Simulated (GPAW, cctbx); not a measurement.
# By hand: from a DFT structure factor to an extinction distance in SrTi2Pd2

SrTi2Pd2, I4/mmm (no. 139), a = 4.7442 Å, b = 4.7442 Å, c = 9.9078 Å, α = 90.00°, β = 90.00°, γ = 90.00°.

| atom | mult. | x | y | z |
| --- | --- | --- | --- | --- |
| Pd1 | 4 | 1/2 | 0 | 1/4 |
| Sr1 | 2 | 0 | 0 | 0 |
| Ti1 | 4 | 1/2 | 1/2 | 0.1447 |

The cell comes from substitution in a known structure type and wasn't matched to any measured phase.

A DFT run (GPAW, PBE, 450 eV, 6×6×6 k-points, Fermi–Dirac width 0.1 eV) gives the static X-ray structure factor of 110 as 25.093 e for the conventional cell; superposed free atoms give 26.206 e. **Problem.** Find the Fourier component V of the crystal potential and the two-beam extinction distance at 300 kV in both cases.

**1. Geometry**

The cell volume is Ω = 223.00 Å³ and d(110) = 3.3547 Å, so g = 1/d = 0.2981 Å⁻¹.

**2. The nuclei**

Electrons feel nuclei as well as electrons, so the nuclear charges are summed with the same phases.

Phase sums Σ exp(2πi h·x), turned so that the total is real and positive: Pd +4.000, Sr -2.000, Ti -4.000. Then F_Z = 46 × (+4.000) + 38 × (-2.000) + 22 × (-4.000) = 20.00 e. The electron term has the same sign for this reflection.

**3. Mott–Bethe**

Poisson's equation, term by term, gives V = (e/4πε₀)(F_Z − F)/(πΩg²), with e/4πε₀ = 14.3996 V Å.

The prefactor is 14.3996 × 3.3547²/(π × 223.00) = 0.23131 V per electron. Free atoms: (20.00 − 26.206) × 0.23131 = -1.436 V. Crystal: (20.00 − 25.093) × 0.23131 = -1.178 V. F changes by -4.25 % and V by -17.9 %: the same 1.11 e is measured against F_Z − F = -6.2 e in place of F = 26.2 e.

**4. Extinction distance**

In the two-beam case ξ = 1/(λU) with U = 2γm₀eV/h², that is ξ = 150.41 V Å²/(γλV).

At 300 kV, λ = 0.01969 Å and γ = 1.5871. Free atoms: ξ = 3353 Å. Crystal: ξ = 4086 Å. The thickness fringes go as sin²(πt/ξ), so the two patterns slip by a quarter of a period when t|1/ξ₁ − 1/ξ₀| = 1/4, at t ≈ 467 nm. Thermal motion, absorption and many-beam coupling, left out here, change a real pattern.

**5. Answer**

V(110) is -1.18 V against -1.44 V, and ξ is 4086 against 3353 Å. Limits: static atoms, two beams.
